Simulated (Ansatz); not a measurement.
# CdInCl3 (model cell, started as cubic perovskite with Cd in the octahedra): following an unstable mode, part 2 of 3

Aim: this structure of CdInCl3 (model cell, started as cubic perovskite with Cd in the octahedra) is to be tested for unstable modes, and one is followed downhill.

Ansatz 0.2.0; DFT PBEsol, scalar-relativistic, plane waves, PAW; PAW set soft_1.

So far, highest frequency on the path or at a solved wavevector (cm⁻¹): step 2 (phonons on a q mesh) 313. Also lowest frequency on the path (cm⁻¹): step 2 -71.7.

The structure was built from a prototype and need not be the compound's stable phase.

### 6. Relaxing from the distorted cell

Starting from the lowest point found, all atoms and the cell are let go, so that strain and other modes of the same symmetry can join in.

The input, input.yaml:

```yaml
crystal:
  lattice:
    - [-5.1238010624, 0.0, 0.0]
    - [0.0, -5.1238010624, -5.1238010624]
    - [0.0, -5.1238010624, 5.1238010624]
  atoms:
    - { symbol: In, position: [1.0, 0.5, 0.5] }
    - { symbol: In, position: [1.0, 1.0, 1.0] }
    - { symbol: Cd, position: [0.5, 0.0, 0.5] }
    - { symbol: Cd, position: [0.5, 0.5, 0.0] }
    - { symbol: Cl, position: [0.5, 0.8085502826, 0.8085502826] }
    - { symbol: Cl, position: [0.5, 0.1914497174, 0.1914497174] }
    - { symbol: Cl, position: [0.5, 0.6914497174, 0.3085502826] }
    - { symbol: Cl, position: [0.5, 0.3085502826, 0.6914497174] }
    - { symbol: Cl, position: [0.0, 0.0, 0.5] }
    - { symbol: Cl, position: [0.0, 0.5, 0.0] }
kpoints:
  mp_grid: { grid: [6, 4, 4] }
hamiltonian:
  xc: pbesol
  pseudopotentials: { kind: paw, azcp: { folder: soft_1 }, xc_functional: pbe }
scf:
  occupations: { method: fixed }
output:
  forces: true
  stress: true
  eigenvalues: true
  write_density: true
  write_potential: true
  elf: true
  volumetric_format: npy
relax:
  adjacent_minimum: "off"
  f_tol: 0.002
  max_steps: 120
  cell: { stress_tol: 0.03 }
```

Started as:

```bash
ansatz run input.yaml --threads 4 --pin off --max-ram 16384MiB --backend cpu --events-out ev --progress --plain --runs-dir out
```

Numbers of over 12 decimals in the logs are rounded to 6 here.

Log:

```text
[...]
Crystal: 10 atoms, lattice volume = 269.034 Å³
Basis set: ecut = 420 eV, 5225 PW (Γ), exchange–correlation on 72×100×100 points (8 copies of the dense FFT grid, shifted against one another)
Bands: 65, of which v1, the nominal top of the filled ones, is band 54 counted from 1 (53 counted from 0)
Symmetry: 16 space group operations
[...]
k-points: 24 of 96
[...]
SCF iter   1: F=—  HF=-33796.457659 eV  |F-HF|=—  |Δ(HF+E_count)|=         —  Δρ=5.23e-2  dr2=8.51e0  ethr=3.10e-3  ⟨swp⟩=4.9  Hψ=5027  notcnv=0  defer=189
[...]
SCF iter   9: F=-33793.185641 eV  HF=-33793.185641 eV  |F-HF|=3.98e-9  |Δ(HF+E_count)|=   2.68e-7  Δρ=1.30e-6  dr2=6.27e-9  ethr=9.26e-11  ⟨swp⟩=21.3  Hψ=14042  notcnv=0
SCF 1 converged in 9 iterations: F = -33793.185641 eV  dr2 = 6.27e-9
[...]
relax step   1: F+E_penalty+E_count = -33793.18564135 eV  Δ(F+E_penalty+E_count) = +0.000e0 eV  max|allowed force component| = 5.383e-3 eV/Å  Δτ_max = 0.0000 Å  P = -0.690 GPa  Ω = 269.034 Å³  (9 SCF iters, dr2 threshold 1.00e-7 eV, accepted)
Crystal: 10 atoms, lattice volume = 263.840 Å³
Basis set: ecut = 420 eV, 5117 PW (Γ), exchange–correlation on 72×100×100 points (8 copies of the dense FFT grid, shifted against one another)
[...]
iter 1 solved again at ethr=4.63e-6 eV; its pass at ethr=3.10e-3 eV (dr2=5.00e-3 eV) is discarded
[...]
SCF iter   6: F=-33793.226182 eV  HF=-33793.226182 eV  |F-HF|=2.04e-9  |Δ(HF+E_count)|=   5.10e-7  Δρ=4.61e-6  dr2=5.76e-8  ethr=9.26e-10  ⟨swp⟩=19.0  Hψ=13866  notcnv=0
SCF 2 converged in 6 iterations: F = -33793.226182 eV  dr2 = 5.76e-8
relax step   2: F+E_penalty+E_count = -33793.22618194 eV  Δ(F+E_penalty+E_count) = -4.054e-2 eV  max|allowed force component| = 1.919e-2 eV/Å  Δτ_max = 0.0231 Å  P = -0.097 GPa  Ω = 263.840 Å³  energy of the carried Pulay correction = +4.799e-4 eV  (6 SCF iters, dr2 threshold 1.00e-6 eV, accepted)
Crystal: 10 atoms, lattice volume = 260.780 Å³
[...]
SCF iter   6: F=-33793.251845 eV  HF=-33793.251845 eV  |F-HF|=5.61e-8  |Δ(HF+E_count)|=   1.01e-6  Δρ=9.05e-6  dr2=2.03e-7  ethr=9.26e-10  ⟨swp⟩=20.2  Hψ=14537  notcnv=0
SCF 3 converged in 6 iterations: F = -33793.251845 eV  dr2 = 2.03e-7
  Residual-converged pass: ⟨swp⟩=1.1  Hψ=1658  notcnv=0  max |occ|·‖R‖ = 7.0e-9 eV (tolerance 1.0e-8 eV)  dr2=2.03e-7  dr2_onsite=4.27e-8  max |Δocc| = 0.0e0
relax step   3: F+E_penalty+E_count = -33793.25184465 eV  Δ(F+E_penalty+E_count) = -2.566e-2 eV  max|allowed force component| = 2.768e-3 eV/Å  Δτ_max = 0.0691 Å  P = +0.105 GPa  Ω = 260.780 Å³  energy of the carried Pulay correction = +7.702e-4 eV  (6 SCF iters, dr2 threshold 1.00e-6 eV, accepted)
[...]
relax step   4: F+E_penalty+E_count = -33793.25198930 eV  Δ(F+E_penalty+E_count) = -1.446e-4 eV  max|allowed force component| = 2.438e-3 eV/Å  Δτ_max = 0.0003 Å  P = -0.015 GPa  Ω = 261.566 Å³  energy of the carried Pulay correction = +6.951e-4 eV  (5 SCF iters, dr2 threshold 3.06e-8 eV, accepted)
[...]
relax step   5: F+E_penalty+E_count = -33793.25200740 eV  Δ(F+E_penalty+E_count) = -1.810e-5 eV  max|allowed force component| = 4.358e-4 eV/Å  Δτ_max = 0.0014 Å  P = -0.000 GPa  Ω = 261.490 Å³  energy of the carried Pulay correction = +7.024e-4 eV  (5 SCF iters, dr2 threshold 3.72e-10 eV, accepted)
Basis set: ecut = 420 eV, 5133 PW (Γ), exchange–correlation on 72×96×96 points (8 copies of the dense FFT grid, shifted against one another)
[...]
SCF iter   6: F=-33793.251337 eV  HF=-33793.251337 eV  |F-HF|=7.28e-12  |Δ(HF+E_count)|=  2.04e-10  Δρ=2.46e-8  dr2=2.91e-12  ethr=1.00e-12  ⟨swp⟩=6.0  Hψ=6941  notcnv=0
SCF 6 converged in 6 iterations: F = -33793.251337 eV  dr2 = 2.91e-12
relax step   6: F+E_penalty+E_count = -33793.25133723 eV  Δ(F+E_penalty+E_count) = +6.702e-4 eV  max|allowed force component| = 4.578e-4 eV/Å  Δτ_max = 0.0000 Å  P = -0.002 GPa  Ω = 261.490 Å³  stress off target by 1.90e-3 GPa  SCF on the basis re-selected at this cell (its energy is not comparable with the rows above)  (6 SCF iters)
basis re-selected at this cell: Δ(F+E_penalty+E_count) = +6.702e-4 eV, ΔP = -0.002 GPa vs the last step (what re-selecting the basis moved, of the pressure what is left beyond the Pulay correction that the steps carried, after the strain that the cell walked since its last selection, with what the two solves' SCF thresholds leave and, on support functions, any second-order correction that the steps lacked; it is no measure of the basis error at this ecutwfc). The dense FFT grid was sized anew with the basis: this SCF ran on 36×48×48 points, the steps before it on 36×50×50, so part of this shift can come from that change (see relax.cell in the input reference). [rest of the remark cut]
SCF converged after 6 iterations
Free energy (F): -33793.251337 eV
[...]
Internal energy: -33793.251337 eV  (E = F + TS)
E sigma→0 (E₀):  -33793.251337 eV
Fermi energy:    4.797399 eV
[...]
--- Forces (eV/Å), atoms counted from 1 ---
  atom   1  In     0.00000000     0.00000000    -0.00000000
  atom   2  In     0.00000000     0.00000000    -0.00000000
  atom   3  Cd     0.00000000    -0.00000000     0.00000000
  atom   4  Cd     0.00000000    -0.00000000     0.00000000
  atom   5  Cl     0.00000000    -0.00045784     0.00000000
  atom   6  Cl    -0.00000000     0.00045784    -0.00000000
  atom   7  Cl     0.00000000    -0.00000000     0.00045784
  atom   8  Cl    -0.00000000     0.00000000    -0.00045784
  atom   9  Cl    -0.00000000     0.00000000    -0.00000000
  atom  10  Cl     0.00000000    -0.00000000    -0.00000000
  max |Σ_I F_I| component: 1.73e-18 eV/Å
--- Stress (GPa, compression-positive) ---
       -0.001825       0.000000       0.000000
        0.000000      -0.001903       0.000000
        0.000000       0.000000      -0.001903
  P = ⅓ Tr σ = -0.0019 GPa (-0.019 kbar)
--- Band table (eV; the first three rows and the last of 24) ---
  k-point 0: bands = [... 50 lower, 3.3016, 3.3807, 3.8938, 3.9342, 6.3987, 9.1282, 9.1282, 9.2244, ... 7 higher]
  k-point 1: bands = [... 50 lower, 3.2747, 3.6596, 3.9576, 4.1438, 6.7896, 8.7627, 9.0714, 9.1743, ... 7 higher]
  k-point 2: bands = [... 50 lower, 3.2459, 3.2459, 4.3102, 4.3102, 7.7812, 7.7812, 8.5800, 8.5800, ... 7 higher]
  k-point 23: bands = [... 50 lower, 3.9122, 3.9122, 4.7974, 4.7974, 8.2424, 8.2424, 9.3309, 9.3309, ... 7 higher]
--- Relaxed structure (5 steps of the walk, 5 accepted, 1 SCFs on fresh bases) ---
  F+E_penalty+E_count = -33793.25133723 eV   max|allowed force component| = 4.578e-4 eV/Å   (the final SCF, on the basis selected at the relaxed cell)
  cell:  # Å, volume = 261.4898 Å³
    - [-5.263268, 0, 0]
    - [0, -4.984076, -4.984076]
    - [0, -4.984076, 4.984076]
  atoms:
    - { symbol: In, position: [1.0, 0.5, 0.5] }
    - { symbol: In, position: [1.0, 1.0, 1.0] }
    - { symbol: Cd, position: [0.5, 0.0, 0.5] }
    - { symbol: Cd, position: [0.5, 0.5, 0.0] }
    - { symbol: Cl, position: [0.5, 0.817435, 0.817435] }
    - { symbol: Cl, position: [0.5, 0.182565, 0.182565] }
    - { symbol: Cl, position: [0.5, 0.682565, 0.317435] }
    - { symbol: Cl, position: [0.5, 0.317435, 0.682565] }
    - { symbol: Cl, position: [0, 0.0, 0.5] }
    - { symbol: Cl, position: [0, 0.5, 0.0] }
```

It took 38 s on 4 threads of Arm Neoverse V2, shared host; peak memory 0.87 GiB; 2.5 min of CPU time.

The steps of the relaxation:

| step | energy less that of the first step (eV) | largest force component (eV/Å) | pressure (GPa) | volume (Å³) |
| --- | --- | --- | --- | --- |
| 1 | 0.0000 | 0.0054 | -0.69 | 269.03 |
| 2 | -0.0405 | 0.0192 | -0.10 | 263.84 |
| 3 | -0.0662 | 0.0028 | 0.10 | 260.78 |
| 4 | -0.0663 | 0.0024 | -0.02 | 261.57 |
| 5 | -0.0664 | 0.0004 | 0.00 | 261.49 |
| 6* | -0.0657 | 0.0005 | 0.00 | 261.49 |

Relaxation steps marked * repeat the geometry before them on a plane-wave basis chosen anew for their cell, so energy and pressure can jump there.

The run keeps the 16 symmetry operations that it works with, so distortions that break them were not tested.

| cell as run | before | after | change |
| --- | --- | --- | --- |
| a (Å) | 5.124 | 5.263 | +2.7 % |
| b (Å) | 7.246 | 7.049 | -2.7 % |
| c (Å) | 7.246 | 7.049 | -2.7 % |
| volume (Å³/atom) | 26.90 | 26.15 | -2.8 % |

The atoms that moved most (Å, as changes of fractional coordinates times the final cell):

| atom | dx | dy | dz | length |
| --- | --- | --- | --- | --- |
| Cl7 | 0.000 | 0.000 | 0.089 | 0.089 |
| Cl5 | 0.000 | -0.089 | 0.000 | 0.089 |
| Cl6 | 0.000 | 0.089 | 0.000 | 0.089 |
| Cl8 | 0.000 | 0.000 | -0.089 | 0.089 |

This step gave:

```yaml
pressure: -0.001877 GPa
gap_on_the_k_mesh: 1.601 eV
volume_per_atom: 26.15 Å³
```

Valence density in the ac plane at fractional y = 0.000, with atoms of In and Cd and Cl within 0.2 Å of it. It is the smooth field of the valence electrons, not physical close to the nuclei.

Ten steps, logarithmic in the rise over the least value, from '_' (0 e/Å³) to '@' (22 e/Å³), each cell a mean:
```
##**==..________________::++##
++==::..________________..--++
::::..____________________..::
______________________________
______________________________
______________________________
....________........______....
----::..__..==++==--..__..::--
====--....--##%%%%++::..::--==
--==--::..++%%@@@@##--..::====
====--::..==##@@%%**::..::====
==--::....::++****==......--==
::::..____..::--::..______..::
..____________....____________
______________________________
______________________________
....______________________....
==--..__________________..::==
##++--..________________::==**
%%##==..________________::++##
```
Columns run along a (5.3 Å), rows up along c (7.0 Å). Atoms in or near the plane, at fractional coordinates: In at (0.00, 0.00), Cd at (0.50, 0.50), Cl at (0.00, 0.50).

Electrostatic potential energy in the ac plane at fractional y = 0.000, with atoms of In and Cd and Cl within 0.2 Å of it. With pseudopotentials it is smooth inside the atoms' cores, unlike the true potential.

Ten even steps from '_' (-33 eV) to '@' (10 eV), each cell a mean:
```
____--##@@@@@@@@@@@@@@%%++..__
..::++%%@@@@@@@@@@@@@@@@##==..
++**%%@@@@@@@@@@@@@@@@@@%%##**
%%%%@@@@@@@@@@@@@@@@@@@@@@@@%%
@@@@@@@@@@@@@@@@@@@@@@@@@@@@@@
@@@@@@@@@@@@@@@@@@@@@@@@@@@@@@
@@@@@@@@@@%%%%####%%@@@@@@@@@@
==**%%@@@@##++====**%%@@@@%%++
__..**%%%%++::..::--**%%%%==__
____==%%##==..____::++%%##..__
____++%%%%==::....--**%%##::__
..==##@@%%**------==##@@%%**::
##%%@@@@@@%%##****##%%@@@@@@%%
@@@@@@@@@@@@@@%%%%@@@@@@@@@@@@
@@@@@@@@@@@@@@@@@@@@@@@@@@@@@@
@@@@@@@@@@@@@@@@@@@@@@@@@@@@@@
##%%%%@@@@@@@@@@@@@@@@@@@@%%##
::==##%%@@@@@@@@@@@@@@@@%%++--
__..==%%@@@@@@@@@@@@@@%%**::__
____::##@@@@@@@@@@@@@@%%++..__
```
Columns run along a (5.3 Å; values clipped at the 3rd and 97th percentile), rows up along c (7.0 Å). Atoms in or near the plane, at fractional coordinates: In at (0.00, 0.00), Cd at (0.50, 0.50), Cl at (0.00, 0.50).

ELF in the ac plane at fractional y = 0.000, with atoms of In and Cd and Cl within 0.2 Å of it. It is the smooth field of the valence electrons, not physical close to the nuclei.

Values, 20 rows by 15 columns, each cell a mean:
```
0.02 0.12 0.30 0.28 0.15 0.06 0.07 0.08 0.08 0.06 0.08 0.21 0.31 0.24 0.05
0.20 0.28 0.31 0.24 0.11 0.11 0.25 0.34 0.32 0.18 0.09 0.16 0.28 0.32 0.24
0.32 0.31 0.27 0.17 0.09 0.21 0.43 0.54 0.51 0.34 0.12 0.11 0.22 0.29 0.32
0.24 0.23 0.17 0.08 0.08 0.24 0.44 0.53 0.51 0.37 0.14 0.06 0.11 0.20 0.24
0.09 0.08 0.05 0.03 0.06 0.17 0.30 0.36 0.34 0.25 0.11 0.04 0.04 0.06 0.09
0.31 0.24 0.12 0.04 0.04 0.09 0.13 0.15 0.14 0.11 0.06 0.04 0.07 0.17 0.28
0.76 0.69 0.46 0.16 0.06 0.09 0.13 0.15 0.15 0.11 0.07 0.08 0.28 0.58 0.73
0.87 0.85 0.72 0.35 0.10 0.17 0.27 0.33 0.31 0.23 0.12 0.17 0.54 0.80 0.86
0.70 0.81 0.81 0.48 0.13 0.27 0.44 0.61 0.55 0.36 0.18 0.23 0.68 0.84 0.76
0.26 0.66 0.82 0.53 0.15 0.32 0.62 0.92 0.83 0.45 0.22 0.25 0.72 0.80 0.47
0.50 0.74 0.82 0.51 0.14 0.30 0.53 0.79 0.70 0.41 0.20 0.24 0.70 0.82 0.63
0.84 0.85 0.78 0.42 0.12 0.21 0.34 0.42 0.40 0.29 0.15 0.20 0.61 0.83 0.85
0.84 0.79 0.60 0.25 0.08 0.12 0.18 0.22 0.21 0.16 0.09 0.12 0.41 0.71 0.82
0.54 0.45 0.25 0.08 0.05 0.08 0.11 0.12 0.12 0.10 0.06 0.05 0.14 0.35 0.51
0.11 0.09 0.05 0.03 0.05 0.12 0.20 0.25 0.24 0.17 0.08 0.03 0.04 0.07 0.10
0.17 0.15 0.10 0.05 0.07 0.22 0.40 0.48 0.45 0.33 0.13 0.05 0.07 0.13 0.17
0.30 0.29 0.24 0.13 0.08 0.24 0.46 0.56 0.53 0.38 0.14 0.08 0.18 0.27 0.29
0.29 0.32 0.30 0.21 0.10 0.15 0.35 0.46 0.43 0.26 0.10 0.14 0.26 0.31 0.30
0.07 0.19 0.31 0.26 0.13 0.07 0.13 0.18 0.16 0.10 0.08 0.19 0.30 0.28 0.12
0.11 0.07 0.28 0.29 0.16 0.05 0.04 0.04 0.04 0.04 0.08 0.23 0.31 0.20 0.02
```
Columns run along a (5.3 Å), rows up along c (7.0 Å). Atoms in or near the plane, at fractional coordinates: In at (0.00, 0.00), Cd at (0.50, 0.50), Cl at (0.00, 0.50).

The distorted start has space group P4/mbm; the relaxation ends in P4/mbm.

### 7. The new phase in its own primitive cell

The relaxed structure is symmetrised, reduced to its primitive cell and relaxed tightly, as its phonons need.

The input, input.yaml:

```yaml
crystal:
  lattice:
    - [7.048547335, 0.0, 0.0]
    - [0.0, 7.048547335, 0.0]
    - [0.0, 0.0, 5.2632679419]
  atoms:
    - { symbol: In, position: [0.5, 0.0, 0.0] }
    - { symbol: In, position: [0.0, 0.5, 0.0] }
    - { symbol: Cd, position: [0.0, 0.0, 0.5] }
    - { symbol: Cd, position: [0.5, 0.5, 0.5] }
    - { symbol: Cl, position: [0.8174351693, 0.3174351693, 0.5] }
    - { symbol: Cl, position: [0.1825648307, 0.6825648307, 0.5] }
    - { symbol: Cl, position: [0.6825648307, 0.8174351693, 0.5] }
    - { symbol: Cl, position: [0.3174351693, 0.1825648307, 0.5] }
    - { symbol: Cl, position: [0.0, 0.0, 0.0] }
    - { symbol: Cl, position: [0.5, 0.5, 0.0] }
kpoints:
  mp_grid: { grid: [4, 4, 4] }
hamiltonian:
  xc: pbesol
  pseudopotentials: { kind: paw, azcp: { folder: soft_1 }, xc_functional: pbe }
scf:
  occupations: { method: fixed }
output:
  forces: true
  stress: true
  eigenvalues: true
relax:
  adjacent_minimum: "off"
  f_tol: 0.001
  max_steps: 60
  cell: { stress_tol: 0.01 }
```

Log:

```text
[...]
Crystal: 10 atoms, lattice volume = 261.490 Å³
Basis set: ecut = 420 eV, 5133 PW (Γ), exchange–correlation on 96×96×72 points (8 copies of the dense FFT grid, shifted against one another)
Bands: 65, of which v1, the nominal top of the filled ones, is band 54 counted from 1 (53 counted from 0)
Symmetry: 16 space group operations
[...]
k-points: 18 of 64
[...]
- { symbol: Cd, position: [0.0, 0.0, 0.500000] }
    - { symbol: Cd, position: [0.500000, 0.500000, 0.500000] }
    - { symbol: Cl, position: [0.817435, 0.3174351693, 0.500000] }
    - { symbol: Cl, position: [0.182565, 0.682565, 0.500000] }
    - { symbol: Cl, position: [0.682565, 0.817435, 0.500000] }
    - { symbol: Cl, position: [0.3174351693, 0.182565, 0.500000] }
    - { symbol: Cl, position: [0.0, 0.0, 0.0] }
    - { symbol: Cl, position: [0.500000, 0.500000, 0.0] }
[key lines of the parts left out:]
SCF converged after 8 iterations
Free energy (F): -33793.251241 eV
Fermi energy:    4.797419 eV
P = ⅓ Tr σ = -0.0016 GPa (-0.016 kbar)
```

Wall time 10 s (4 threads); peak memory 0.78 GiB; 39 s of CPU time.

Little changed from the start: no atom moved by 0.005 Å and no cell edge by 0.1 %.

A gap read on the k-mesh alone can miss the band edges.

Numbers from this step:

| Item | Value |
| --- | --- |
| pressure | -0.001590 GPa |
| direct gap on mesh | 2.464 eV |

The largest force component left is 0.20 meV/Å and the pressure is -0.002 GPa, within the tolerances set. The cell now holds 26.15 Å³/atom.

[end of part 2 of 3]

[Logs are printed without paths, hosts, clocks, repeated set-up lines and the standing remarks that a program may print on its own settings, such as how far it seeks lower states.]

[Hosts, paths, dates, database ids (printed as entryN), source tags and the programs' standing remarks are cut or masked in the printed files.]
